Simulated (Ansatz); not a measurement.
# LiF (Griceite, Fm-3m): the dielectric response against the k mesh

Aim: how dense a k mesh do ε∞ and the zone-centre modes of LiF (Griceite, Fm-3m) need?

Calculated with Ansatz 0.2.0; DFT LDA, scalar-relativistic, plane waves, PAW; PAW set soft_1.

### 1. The structure

The structure is cubic, space group Fm-3m (No. 225). Conventional cell: a = 4.028 Å, b = 4.028 Å, c = 4.028 Å, α = 90.00°, β = 90.00°, γ = 90.00°. Nearest to Li lie 6 F at 2.01 Å. Nearest to F lie 6 Li at 2.01 Å. Farther neighbours and most contacts between anions are not listed.

### 2. Bringing the structure to rest

Harmonic phonons are second derivatives at a point where the forces vanish, and they are wanted at zero stress, so atoms and cell are relaxed first.

input.yaml

```yaml
crystal:
  lattice:
    - [0.0, 2.014, 2.014]
    - [2.014, 0.0, 2.014]
    - [2.014, 2.014, 0.0]
  atoms:
    - { symbol: Li, position: [0.0, 0.0, 0.0] }
    - { symbol: F, position: [0.5, 0.5, 0.5] }
kpoints:
  mp_grid: { grid: [10, 10, 10] }
hamiltonian:
  xc: lda
  pseudopotentials: { kind: paw, azcp: { folder: soft_1 }, xc_functional: pbe }
scf:
  occupations: { method: gaussian, width: 0.02 }
output:
  forces: true
  stress: true
  eigenvalues: true
relax:
  adjacent_minimum: "off"
  f_tol: 0.005
  max_steps: 80
  cell: { stress_tol: 0.05 }
```

Run with:

```sh
$ ansatz run input.yaml --threads 4 --pin off --max-ram 10240MiB --backend cpu --events-out ev --progress --plain --runs-dir out
```

Numbers of over 12 decimals in the logs are rounded to 6 here.

The log of the run:

```text
Engine: ansatz 0.2.0, x86_64-unknown-linux-gnu
Pseudopotentials: kind: paw
Pseudopotential: Li, paw, valence charge 3, recommended cutoff 420 eV (normal), soft_1/Li.paw.azcp
Pseudopotential: F, paw, valence charge 7, recommended cutoff 420 eV (normal), soft_1/F.paw.azcp
Functional definition: SPW92
  exchange = slater_x
  correlation = pw_c
Crystal: 2 atoms, lattice volume = 16.338 Å³
Basis set: ecut = 420 eV, 331 PW (Γ)
Bands: 9, of which v1, the nominal top of the filled ones, is band 5 counted from 1 (4 counted from 0)
Symmetry: 48 space group operations
Space group: Fm-3m (ITA 225), of the structure as read, at distance tolerance 2.5e-5 Å
k-points: 47 of 1000
Non-local potential: Li, projectors of the file, l = 0: 3, l = 1: 2, l = 2: 1
Non-local potential: F, projectors of the file, l = 0: 2, l = 1: 2, l = 2: 1
PAW form: soft (Blöchl's): semilocal exchange-correlation on the pseudo side does not see the compensation charge
PAW frozen core: F, regenerated for the run's functional, and the local potential with it (the file was generated under x = pbe(κ = 0.804, μ = 0.219515), c = pbe(β = 0.066725))
PAW one-centre angular grid: Li, 110 points (default); XC on 64 Gauss nodes
PAW one-centre angular grid: F, 110 points (default); XC on 64 Gauss nodes
Initial density: superposition of atomic densities (chi_scale 0.1, normalization cell, long waves kept (reshape's long-wave potential 0.00 eV rms))
Initial wavefunctions: pseudopotential atomic-orbital guess
Functional: x = slater, c = lda
SCF iter   1: F=—  HF=-998.658595 eV  |F-HF|=—  |Δ(HF+E_count)|=         —  Δρ=6.37e-2  dr2=3.76e-1  ethr=3.10e-3  ⟨swp⟩=4.6  Hψ=2627  notcnv=0
preconditioner: auto → none  [insulator: Δε(μ)=8.155 eV  Ē_g=21.568 eV  σ=0.020 eV  W_gap=1.00  n_scr=0 (ndim 8)  ℏωp=26.0 eV  f_vac=0.000  D(μ)=0.00/eV (n_scr^D=0)  ε∞_Penn≈2.5]
SCF iter   2: F=—  HF=-998.670877 eV  |F-HF|=—  |Δ(HF+E_count)|=   1.23e-2  Δρ=3.42e-2  dr2=9.34e-2  ethr=3.10e-3  ⟨swp⟩=2.3  Hψ=1020  notcnv=0
SCF iter   3: F=—  HF=-998.671022 eV  |F-HF|=—  |Δ(HF+E_count)|=   1.45e-4  Δρ=1.43e-2  dr2=1.76e-2  ethr=9.34e-4  ⟨swp⟩=2.4  Hψ=749  notcnv=0
SCF iter   4: F=—  HF=-998.671223 eV  |F-HF|=—  |Δ(HF+E_count)|=   2.01e-4  Δρ=6.54e-4  dr2=3.65e-5  ethr=1.76e-4  ⟨swp⟩=2.5  Hψ=731  notcnv=0
SCF iter   5: F=—  HF=-998.671245 eV  |F-HF|=—  |Δ(HF+E_count)|=   2.18e-5  Δρ=3.32e-5  dr2=5.08e-8  ethr=1.00e-9  ⟨swp⟩=4.2  Hψ=2290  notcnv=0
SCF iter   6: F=-998.671245 eV  HF=-998.671245 eV  |F-HF|=1.65e-9  |Δ(HF+E_count)|=   1.02e-7  Δρ=5.92e-6  dr2=3.67e-9  ethr=5.08e-10  ⟨swp⟩=4.1  Hψ=1792  notcnv=0
SCF 1 converged in 6 iterations: F = -998.671245 eV  dr2 = 3.67e-9
  greatest PAW one-centre occupation: 1.000 electrons in one spin orbital (limit 2), on the Li atom at site 0 (counted from 0), in its partial waves of l = 0
relax step   1: F+E_penalty+E_count = -998.67124471 eV  Δ(F+E_penalty+E_count) = +0.000e0 eV  max|allowed force component| = 1.065e-28 eV/Å  Δτ_max = 0.0000 Å  P = -6.534 GPa  Ω = 16.338 Å³  (6 SCF iters, dr2 threshold 1.00e-7 eV, accepted)
Crystal: 2 atoms, lattice volume = 15.889 Å³
Initial density: handed on by an earlier stage of this run
Initial wavefunctions: those handed on with the density
iter 1 solved again at ethr=1.78e-6 eV; its pass at ethr=3.10e-3 eV (dr2=1.78e-4 eV) is discarded
SCF iter   1: F=—  HF=-998.688834 eV  |F-HF|=—  |Δ(HF+E_count)|=         —  Δρ=1.81e-3  dr2=1.94e-4  ethr=1.78e-6  ⟨swp⟩=1.1  Hψ=3455  notcnv=0
preconditioner: auto → none  [insulator: Δε(μ)=9.094 eV  Ē_g=22.504 eV  σ=0.020 eV  W_gap=1.00  n_scr=0 (ndim 8)  ℏωp=26.3 eV  f_vac=0.000  D(μ)=0.00/eV (n_scr^D=0)  ε∞_Penn≈2.4]
SCF iter   2: F=—  HF=-998.688775 eV  |F-HF|=—  |Δ(HF+E_count)|=   5.96e-5  Δρ=5.83e-4  dr2=3.45e-5  ethr=1.78e-6  ⟨swp⟩=2.7  Hψ=622  notcnv=0
SCF iter   3: F=—  HF=-998.688766 eV  |F-HF|=—  |Δ(HF+E_count)|=   8.16e-6  Δρ=3.71e-4  dr2=8.60e-6  ethr=3.45e-7  ⟨swp⟩=2.1  Hψ=633  notcnv=0
SCF iter   4: F=-998.688765 eV  HF=-998.688765 eV  |F-HF|=7.45e-9  |Δ(HF+E_count)|=   1.57e-6  Δρ=2.40e-5  dr2=2.68e-8  ethr=2.00e-9  ⟨swp⟩=2.5  Hψ=1499  notcnv=0
SCF 2 converged in 4 iterations: F = -998.688765 eV  dr2 = 2.68e-8
relax step   2: F+E_penalty+E_count = -998.68876479 eV  Δ(F+E_penalty+E_count) = -1.752e-2 eV  max|allowed force component| = 1.482e-29 eV/Å  Δτ_max = 0.0000 Å  P = -4.626 GPa  Ω = 15.889 Å³  energy of the carried Pulay correction = +1.821e-3 eV  (4 SCF iters, dr2 threshold 2.00e-7 eV, accepted)
Crystal: 2 atoms, lattice volume = 14.897 Å³
Basis set: ecut = 420 eV, 283 PW (Γ)
iter 1 solved again at ethr=1.16e-5 eV; its pass at ethr=3.10e-3 eV (dr2=1.16e-3 eV) is discarded
SCF iter   1: F=—  HF=-998.706710 eV  |F-HF|=—  |Δ(HF+E_count)|=         —  Δρ=4.52e-3  dr2=1.18e-3  ethr=1.16e-5  ⟨swp⟩=1.0  Hψ=3488  notcnv=0
preconditioner: auto → none  [insulator: Δε(μ)=9.724 eV  Ē_g=23.228 eV  σ=0.020 eV  W_gap=1.00  n_scr=0 (ndim 8)  ℏωp=27.2 eV  f_vac=0.000  D(μ)=0.00/eV (n_scr^D=0)  ε∞_Penn≈2.4]
SCF iter   2: F=—  HF=-998.706352 eV  |F-HF|=—  |Δ(HF+E_count)|=   3.58e-4  Δρ=1.39e-3  dr2=1.90e-4  ethr=1.16e-5  ⟨swp⟩=2.6  Hψ=781  notcnv=0
SCF iter   3: F=—  HF=-998.706302 eV  |F-HF|=—  |Δ(HF+E_count)|=   4.91e-5  Δρ=8.61e-4  dr2=4.37e-5  ethr=1.90e-6  ⟨swp⟩=2.3  Hψ=621  notcnv=0
SCF iter   4: F=—  HF=-998.706295 eV  |F-HF|=—  |Δ(HF+E_count)|=   7.21e-6  Δρ=5.53e-5  dr2=1.24e-7  ethr=2.00e-9  ⟨swp⟩=3.5  Hψ=2317  notcnv=0
SCF iter   5: F=-998.706295 eV  HF=-998.706295 eV  |F-HF|=2.94e-10  |Δ(HF+E_count)|=   4.53e-8  Δρ=3.38e-6  dr2=8.48e-10  ethr=1.24e-9  ⟨swp⟩=4.1  Hψ=1890  notcnv=0
SCF 3 converged in 5 iterations: F = -998.706295 eV  dr2 = 8.48e-10
relax step   3: F+E_penalty+E_count = -998.70629510 eV  Δ(F+E_penalty+E_count) = -1.753e-2 eV  max|allowed force component| = 4.003e-29 eV/Å  Δτ_max = 0.0000 Å  P = +0.588 GPa  Ω = 14.897 Å³  energy of the carried Pulay correction = +6.030e-3 eV  (5 SCF iters, dr2 threshold 2.00e-7 eV, accepted)
[...]
relax step   4: F+E_penalty+E_count = -998.70601194 eV  Δ(F+E_penalty+E_count) = +2.832e-4 eV  max|allowed force component| = 1.162e-29 eV/Å  Δτ_max = 0.0000 Å  P = -0.046 GPa  Ω = 15.002 Å³  energy of the carried Pulay correction = +5.569e-3 eV  (4 SCF iters, dr2 threshold 2.00e-7 eV, accepted)
[...]
relax step   5: F+E_penalty+E_count = -998.70258130 eV  Δ(F+E_penalty+E_count) = +3.431e-3 eV  max|allowed force component| = 8.480e-30 eV/Å  Δτ_max = 0.0000 Å  P = -0.517 GPa  Ω = 15.002 Å³  stress off target by 5.17e-1 GPa  SCF on the basis re-selected at this cell (its energy is not comparable with the rows above)  (5 SCF iters)
[...]
relax step   6: F+E_penalty+E_count = -998.70309017 eV  Δ(F+E_penalty+E_count) = -5.089e-4 eV  max|allowed force component| = 6.377e-29 eV/Å  Δτ_max = 0.0000 Å  P = +0.009 GPa  Ω = 14.916 Å³  energy of the carried Pulay correction = +3.711e-4 eV  (4 SCF iters, dr2 threshold 2.00e-7 eV, accepted)
iter 1 solved again at ethr=5.33e-6 eV; its pass at ethr=3.10e-3 eV (dr2=5.33e-4 eV) is discarded
SCF iter   1: F=—  HF=-998.702715 eV  |F-HF|=—  |Δ(HF+E_count)|=         —  Δρ=7.26e-5  dr2=1.16e-7  ethr=5.33e-6  ⟨swp⟩=1.7  Hψ=3444  notcnv=0
eigensolver tolerance schedule: the retry pair's looser diagonalisation over-reported the residual by 4603.39 of it (diagonalisation noise at an unbounded share of the residual, at the tolerance the schedule requests for it); recorded, not acted on — ethr = c·dr2/N_el stays at c = 1.0e-1
preconditioner: auto → none  [insulator: Δε(μ)=9.707 eV  Ē_g=23.209 eV  σ=0.020 eV  W_gap=1.00  n_scr=0 (ndim 8)  ℏωp=27.2 eV  f_vac=0.000  D(μ)=0.00/eV (n_scr^D=0)  ε∞_Penn≈2.4]
SCF iter   2: F=—  HF=-998.702714 eV  |F-HF|=—  |Δ(HF+E_count)|=   1.24e-6  Δρ=2.79e-5  dr2=3.06e-8  ethr=1.16e-9  ⟨swp⟩=2.0  Hψ=615  notcnv=0
SCF iter   3: F=—  HF=-998.702714 eV  |F-HF|=—  |Δ(HF+E_count)|=   3.98e-9  Δρ=1.41e-5  dr2=4.18e-9  ethr=3.06e-10  ⟨swp⟩=2.0  Hψ=547  notcnv=0
SCF iter   4: F=-998.702714 eV  HF=-998.702714 eV  |F-HF|=9.21e-12  |Δ(HF+E_count)|=  7.75e-10  Δρ=8.71e-7  dr2=1.91e-11  ethr=1.00e-12  ⟨swp⟩=3.3  Hψ=1689  notcnv=0
SCF 7 converged in 4 iterations: F = -998.702714 eV  dr2 = 1.91e-11
relax step   7: F+E_penalty+E_count = -998.70271368 eV  Δ(F+E_penalty+E_count) = +3.765e-4 eV  max|allowed force component| = 7.639e-29 eV/Å  Δτ_max = 0.0000 Å  P = -0.021 GPa  Ω = 14.916 Å³  stress off target by 2.14e-2 GPa  SCF on the basis re-selected at this cell (its energy is not comparable with the rows above)  (4 SCF iters)
basis re-selected at this cell: Δ(F+E_penalty+E_count) = +3.765e-4 eV, ΔP = -0.030 GPa vs the last step (what re-selecting the basis moved, of the pressure what is left beyond the Pulay correction that the steps carried, after the strain that the cell walked since its last selection, with what the two solves' SCF thresholds leave and, on support functions, any second-order correction that the steps lacked; it is no m [...]
SCF converged after 4 iterations
Free energy (F): -998.702714 eV
Harris-Foulkes:  -998.702714 eV  (|F-HF|=9.21e-12)
Internal energy: -998.702714 eV  (E = F + TS)
E sigma→0 (E₀):  -998.702714 eV
Fermi energy:    6.172737 eV
--- Per-component energies (eV) ---
  E_band       = -112.408797
  E_kinetic    = 215.530904
  E_local      = -625.402164  (includes V_loc(G=0)·N_el)
  E_nonlocal   = 70.477206
  E_hartree    = 214.247893
  E_xc         = -85.522342
  E_vxc        = -110.865273  (∫ρ·V_xc dr)
  E_paw        = -213.840376  (= ΣΔE_a)
  E_vpaw       = -90.646241  (= ΣTr[D̂ρ^β])
  E_aug_tail   = 0.001029  (compensation charges beyond the density's cutoff)
  E_ewald      = -574.308116
  E_core_change = 0.113252  (= ΣΔE_core)
  E_smearing   = -0.000000  (= −TS)
  E_closure    = -0.000000  (closes the sum)
  Σ components = -998.702714   (vs F -998.702714, Δ=0.00e0)
--- Forces (eV/Å), atoms counted from 1 ---
  atom   1  Li    -0.00000000    -0.00000000     0.00000000
  atom   2  F      0.00000000     0.00000000     0.00000000
  max |Σ_I F_I| component: 1.50e-28 eV/Å
--- Stress (GPa, compression-positive) ---
       -0.021361      -0.000000      -0.000000
       -0.000000      -0.021361       0.000000
       -0.000000      -0.000000      -0.021361
  P = ⅓ Tr σ = -0.0214 GPa (-0.214 kbar)
--- Band table (eV; the first three rows and the last of 47) ---
  k-point 0: bands = ["-38.2259", "-18.5188", "1.3190", "1.3190", "1.3190", "11.0265", "25.9459", "25.9459", "25.9459"]
  k-point 1: bands = ["-38.2162", "-18.4746", "0.9960", "1.2920", "1.2920", "11.3056", "23.0202", "24.5563", "24.5563"]
  k-point 2: bands = ["-38.1909", "-18.3549", "0.2194", "1.2236", "1.2236", "11.8885", "20.5056", "22.9567", "22.9567"]
  k-point 46: bands = ["-38.0976", "-17.6873", "-1.4827", "-0.7631", "0.3913", "16.6374", "16.8464", "19.2451", "21.5291"]
--- Relaxed structure (5 steps of the walk, 5 accepted, 2 SCFs on fresh bases) ---
  F+E_penalty+E_count = -998.70271368 eV   max|allowed force component| = 7.639e-29 eV/Å   (the final SCF, on the basis selected at the relaxed cell)
  cell:  # Å, volume = 14.9157 Å³
    - [0, 1.953758, 1.953758]
    - [1.953758, 0, 1.953758]
    - [1.953758, 1.953758, 0]
  atoms:
    - { symbol: Li, position: [0, 0, 0] }
    - { symbol: F, position: [0.500000, 0.500000, 0.500000] }
```

Elapsed: 2 s, on 4 threads of AMD EPYC 7B13 (Zen 3), shared host; peak memory 0.33 GiB; 5.2 s of CPU time.

Step by step:

```tsv
step	energy less that of the first step (eV)	largest force component (eV/Å)	pressure (GPa)	volume (Å³)
1	0.0000	0.0000	-6.53	16.34
2	-0.0175	0.0000	-4.63	15.89
3	-0.0350	0.0000	0.59	14.90
4	-0.0348	0.0000	-0.05	15.00
5*	-0.0313	0.0000	-0.52	15.00
6	-0.0318	0.0000	0.01	14.92
7*	-0.0315	0.0000	-0.02	14.92
```

Relaxation steps marked * repeat the geometry before them on a plane-wave basis chosen anew for their cell, so energy and pressure can jump there.

The run keeps the 48 symmetry operations that it works with, so distortions that break them were not tested.

```tsv
conventional cell, symmetrised	before	after	change
a (Å)	4.028	3.908	-3.0 %
b (Å)	4.028	3.908	-3.0 %
c (Å)	4.028	3.908	-3.0 %
volume (Å³/atom)	8.17	7.46	-8.7 %
```

Final coordinates:

```xyz
2
Lattice="0.0000 1.9538 1.9538 1.9538 0.0000 1.9538 1.9538 1.9538 0.0000" Properties=species:S:1:pos:R:3 pbc="T T T"
Li    0.0000    0.0000    0.0000
F     1.9538    1.9538    1.9538
```

This step gave:

```
pressure          : -0.02136 GPa
gap on the k-mesh : 9.707 eV
volume per atom   : 7.458 Å³
```

In this step the volume went from 8.17 to 7.46 Å³/atom.

### 3. Relaxation

The relaxation is repeated from its end on the same settings, as a check that it has come to rest.

input.yaml, as its differences from that of step 2:

```diff
@@ -2,5 +2,5 @@
   lattice:
-    - [0.0, 2.014, 2.014]
-    - [2.014, 0.0, 2.014]
-    - [2.014, 2.014, 0.0]
+    - [0.0, 1.9537581956, 1.9537581956]
+    - [1.9537581956, 0.0, 1.9537581956]
+    - [1.9537581956, 1.9537581956, 0.0]
   atoms:
```

The log of the run:

```text
[...]
Crystal: 2 atoms, lattice volume = 14.916 Å³
Basis set: ecut = 420 eV, 283 PW (Γ)
Bands: 9, of which v1, the nominal top of the filled ones, is band 5 counted from 1 (4 counted from 0)
Symmetry: 48 space group operations
[...]
k-points: 47 of 1000
[...]
P = ⅓ Tr σ = -0.0214 GPa (-0.214 kbar)
--- Band table (eV; the first three rows and the last of 47) ---
[...]
--- Relaxed structure (1 steps of the walk, 1 accepted, 1 SCFs on fresh bases) ---
[...]
cell:  # Å, volume = 14.9157 Å³
    - [0.0, 1.9537581956, 1.9537581956]
    - [1.9537581956, 0.0, 1.9537581956]
    - [1.9537581956, 1.9537581956, 0.0]
  atoms:
    - { symbol: Li, position: [0.0, 0.0, 0.0] }
    - { symbol: F, position: [0.500000, 0.500000, 0.500000] }
[key lines of the parts left out:]
SCF converged after 4 iterations
Free energy (F): -998.702714 eV
Fermi energy:    6.172737 eV
```

The job ended after 1.4 s (4 threads; peak memory 0.32 GiB).

Little changed from the start: no atom moved by 0.005 Å and no cell edge by 0.1 %.

Numbers from this step:

| Quantity | Value |
| --- | --- |
| pressure | -0.02135 GPa |

In this step the volume went from 7.46 to 7.46 Å³/atom.

### 4. Tight relaxation

Phonons need small forces and stress, so the relaxation is finished with tight tolerances on 12×12×12 k points.

input.yaml, the sections that differ from step 3:

```yaml
kpoints:
  mp_grid: { grid: [12, 12, 12] }
scf:
  occupations: { method: fixed }
relax:
  adjacent_minimum: "off"
  f_tol: 0.001
  max_steps: 60
  cell: { stress_tol: 0.01 }
# crystal, hamiltonian, output: as in step 3
```

The log of the run:

```text
[...]
Crystal: 2 atoms, lattice volume = 14.916 Å³
Basis set: ecut = 420 eV, 283 PW (Γ)
Bands: 9, of which v1, the nominal top of the filled ones, is band 5 counted from 1 (4 counted from 0)
Symmetry: 48 space group operations
[...]
k-points: 72 of 1728
[...]
-0.000000      -0.000000      -0.003896
  P = ⅓ Tr σ = -0.0039 GPa (-0.039 kbar)
--- Band table (eV; the first three rows and the last of 72) ---
[...]
--- Relaxed structure (3 steps of the walk, 3 accepted, 1 SCFs on fresh bases) ---
[...]
cell:  # Å, volume = 14.9126 Å³
    - [0, 1.953626, 1.953626]
    - [1.953626, 0.0, 1.953626]
    - [1.953626, 1.953626, 0]
  atoms:
    - { symbol: Li, position: [0, 0, 0] }
    - { symbol: F, position: [0.5, 0.5, 0.5] }
[key lines of the parts left out:]
SCF converged after 5 iterations
Free energy (F): -998.702733 eV
Fermi energy:    1.321657 eV
```

The job ended after 1.1 s (4 threads; peak memory 0.32 GiB).

Little changed from the start: no atom moved by 0.005 Å and no cell edge by 0.1 %.

Numbers from this step:

* pressure: -0.003896 GPa
* gap on the k-mesh: 9.709 eV
* volume per atom: 7.456 Å³

The forces vanish by symmetry and the pressure is -0.004 GPa, within the tolerances set. The cell now holds 7.46 Å³/atom.

[end of part 1 of 2]

[Logs are printed without paths, hosts, clocks, repeated set-up lines and the standing remarks that a program may print on its own settings, such as how far it seeks lower states.]

[Hosts, paths, dates, database ids (printed as entryN), source tags and the programs' standing remarks are cut or masked in the printed files.]
